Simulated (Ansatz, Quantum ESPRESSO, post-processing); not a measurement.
# Screening and band shifts of puckered SnSe, 1 layer, part 2 of 2

Wanted: polarisability and gap of puckered SnSe, 1 layer against a perpendicular field.

Quantum ESPRESSO 7.5; plane-wave DFT, LDA, GBRV ultrasoft pseudopotentials; geometry and cross-check by Ansatz 0.2.0 with PAW datasets.

So far. Step 13 (Band structure: field 0.3 V/Å): Along this path the valence top lies near X and the conduction bottom near Y. Step 14 (Valence density): The density integrates to 40.000 electrons, as the 40 of the input ask.

## (17) Polarisability from the dipole between 0 and 0.1 V/A

Numbers from this step:

```
change of slope in the vacuum : 0.09999 eV/Å
polarisability a cell         : 8.200 Å³
sheet polarisability 4πα/A    : 5.437 Å
```

Change of the potential energy, second field less first against z:

z (Å), change of the potential energy, second field less first (eV) and a bar from the least value:
```
      0.0     -0.358 #######
      0.5     -0.667 
      1.0     -0.617 #
      1.5     -0.567 ##
      2.0     -0.517 ###
      2.5     -0.467 #####
      3.0     -0.417 ######
      3.5     -0.367 #######
      4.0     -0.317 ########
      4.5     -0.267 #########
      5.0     -0.217 ##########
      5.5     -0.168 ###########
      6.0     -0.120 #############
      6.5     -0.075 ##############
      7.0     -0.037 ##############
      7.5     -0.014 ###############
      8.0     -0.007 ###############
      8.5     -0.007 ###############
      9.0     -0.004 ###############
      9.5     -0.001 ###############
     10.0      0.000 ###############
     10.5      0.002 ###############
     11.0      0.005 ###############
     11.5      0.007 ###############
     12.0      0.008 ################
     12.5      0.022 ################
     13.0      0.052 #################
     13.5      0.094 #################
     14.0      0.141 ###################
     14.5      0.190 ####################
     15.0      0.239 #####################
     15.5      0.289 ######################
     16.0      0.339 #######################
     16.5      0.389 ########################
     17.0      0.439 #########################
     17.5      0.489 ###########################
     18.0      0.539 ############################
     18.5      0.589 #############################
     19.0      0.639 ##############################
     19.5      0.145 ###################
```

## (18) Dipole against field

Dipole along the normal, dipole moment against applied field:

```tsv
applied field (V/Å)	dipole along the normal, dipole moment (e·Å)
0.000	4.2e-5
0.100	0.0570
0.200	0.114
0.300	0.171
```

## (19) The same in Ansatz: field 0.1 V/Å

As a check, the same structure is run in Ansatz.

Level of this step: plane-wave DFT, PBE, Ansatz PAW (Ansatz 0.2.0).

input.yaml reads:

```yaml
crystal:
  lattice:
    - [4.4323077312, 0.0, 0.0]
    - [0.0, 4.2757221993, 0.0]
    - [0.0, 0.0, 19.7936]
  atoms:
    - { symbol: Sn, position: [0.0295156514, 0.0, 0.4301937644] }
    - { symbol: Se, position: [0.4704835293, 0.5, 0.432872249] }
    - { symbol: Se, position: [0.9704849094, 0.0, 0.5671276123] }
    - { symbol: Sn, position: [0.5295159099, 0.5, 0.5698063743] }
kpoints:
  mp_grid: { grid: [8, 8, 1] }
hamiltonian:
  xc: pbe
scf:
  occupations: { method: fermi_dirac, width: 0.054 }
  convergence: { dr2_threshold: 1.0e-09 }
efield:
  axis: 3
  dipole_correction: true
  ramp_position: 0.97
  ramp_width: 0.04
  amplitude: 0.1
output:
  write_potential: true
  write_density: true
  volumetric_format: npy
```

Started as:

```console
$ ansatz run input.yaml --threads 4 --pin off --max-ram 8192MiB --backend cpu --events-out ev --progress --plain --runs-dir out
```

Elapsed: 12 s, on 4 threads of Arm Neoverse V2, shared host; peak memory 0.8 GiB; 44 s of CPU time.

This step gave:

* free energy: -22988.1609 eV
* Fermi energy: -0.06505 eV
* gap by band count: 1.122 eV
* dipole along the normal: 0.05726 e·Å

At 0.1 V/Å Ansatz's dipole is 0.0573 e Å against 0.0570 from pw.x, under another functional.

## (20) The same in Ansatz: field -0.1 V/Å

input.yaml, as its differences from the input of step 19:

```diff
@@ -22,3 +22,3 @@
   ramp_width: 0.04
-  amplitude: 0.1
+  amplitude: -0.1
 output:
```

Run time: 12 s. Hardware: 4 threads; peak memory 0.8 GiB; 45 s of CPU time.

Read from the output:

```
Fermi energy            : -0.09371 eV
dipole along the normal : -0.05722 e·Å
```

## (21) Dipole against field, Ansatz

Table of dipole along the normal, dipole moment by applied field:

```tsv
applied field (V/Å)	dipole along the normal, dipole moment (e·Å)
-0.1000	-0.0572
0.0000	5.7e-6
0.1000	0.0573
```

## (22) Self-consistent run, with mixing_mode = TF, mixing_beta = 0.7, electron_maxstep = 80 and diagonalization = paro

A sensitivity test on the input.

Level of this step: plane-wave DFT, LDA, GBRV ultrasoft pseudopotentials (Quantum ESPRESSO 7.5).

f1.w0.in reads:

```
&control
  prefix = 'f1.w0'
  outdir = './out'
  pseudo_dir = './pseudo'
  calculation = 'scf'
  tprnfor = .true.
  tefield = .true.
  dipfield = .true.
/
&system
  ibrav = 0
  nat = 4
  ntyp = 2
  ecutwfc = 40
  ecutrho = 200
  occupations = 'smearing'
  smearing = 'fd'
  degauss = 0.004
  edir = 3
  emaxpos = 0.97
  eopreg = 0.04
  eamp = 0.00194469
/
&electrons
  conv_thr = 1e-09
  mixing_beta = 0.7
  electron_maxstep = 80
  mixing_mode = 'TF'
  diagonalization = 'paro'
/
ATOMIC_SPECIES
  Sn  118.7100  sn_lda_v1.4.uspp.F.UPF
  Se  78.9710  se_lda_v1.uspp.F.UPF
CELL_PARAMETERS angstrom
  4.43230773116927 0.00000000000000 -0.00000000000000
  0.00000000000000 4.27572219933710 0.00000000000000
  -0.00000000000000 0.00000000000000 19.79360000000000
ATOMIC_POSITIONS crystal
  Sn  0.029515651369 0.000000000000 0.430193764393
  Se  0.470483529338 0.500000000000 0.432872248979
  Se  0.970484909367 0.000000000000 0.567127612317
  Sn  0.529515909926 0.500000000000 0.569806374312
K_POINTS automatic
  8 8 1 0 0 0
```

Started as:

```console
$ OMP_NUM_THREADS=1 mpirun -n 4 pw.x -nk 4 -in f1.w0.in > f1.w0.out
```

Run time: 4.9 min. Hardware: 4 MPI ranks; peak memory 0.87 GiB.

Beside the run it was changed from:

```tsv
quantity	this run	unchanged run	difference
dipole along the normal (e·Å)	0.05702	0.05698	4.2e-5
free energy (eV)	-5499.985	-5499.985	0
wall time (s)	297	71	
SCF iterations	29	11
```

The free energy moves by +0 meV an atom.

This run starts from superposed atoms, the unchanged one from a saved density, so their iteration counts don't compare.

The physical values in this table move by up to 0.073 %.

## (23) The arithmetic

α = Δp/E = (0.05698 − (0.00004)) e Å / 0.1 V/Å = 0.5694 e Å²/V; times e/(4πε₀) = 14.40 V Å this is 8.199 Å³. With A = 18.951 Å², 4πα/A = 5.437 Å.

## (24) Outcome

* polarisability along the normal, a cell: 8.20 Å³
* sheet polarisability 4πα/A: 5.44 Å
* dipole without a field: 0 e·Å
* Kohn-Sham ionisation potential, upper face: 4.68 eV
* gap along the path at 0 V/Å: 0.89 eV
* gap along the path at 0.2 V/Å: 0.89 eV
* gap along the path at 0.3 V/Å: 0.89 eV

What this shows: The sheet answers a field with a polarisability of 8.20 Å³ a cell, or 4πα/A = 5.44 Å (LDA, GBRV ultrasoft). In pw.x the dipole follows the field linearly over the range tried. A perfect conductor 5.44 Å thick would screen alike; the outer atoms lie 2.76 Å apart. At 0.1 V/Å the sheet takes 0.544 eV off the potential drop. At 0.2 V/Å the gap along the path is unchanged within 0.01 eV. Quantum ESPRESSO and Ansatz give 8.200 and 8.243 Å³ for the polarisability (pw.x from 0 and 0.1 V/Å, Ansatz from ±0.1 V/Å, under PBE), which agree. The ions stay at their zero-field places, so this is the electrons' response alone. Semilocal gaps are too small, and in strong fields empty levels can belong to the vacuum. Spin-orbit coupling is left out; depending on the atoms that carry the levels of interest, it can split and shift them by tens to hundreds of meV.

[Logs are printed without paths, hosts, clocks, repeated set-up lines and the standing remarks that a program may print on its own settings, such as how far it seeks lower states.]

[Hosts, paths, dates, database ids (printed as entryN), source tags and the programs' standing remarks are cut or masked in the printed files.]

[Maps of the electrostatic potential energy from Ansatz leave out the sawtooth potential of an applied field or a dipole correction, so their vacuum need not be flat; planar profiles and work functions include it.]
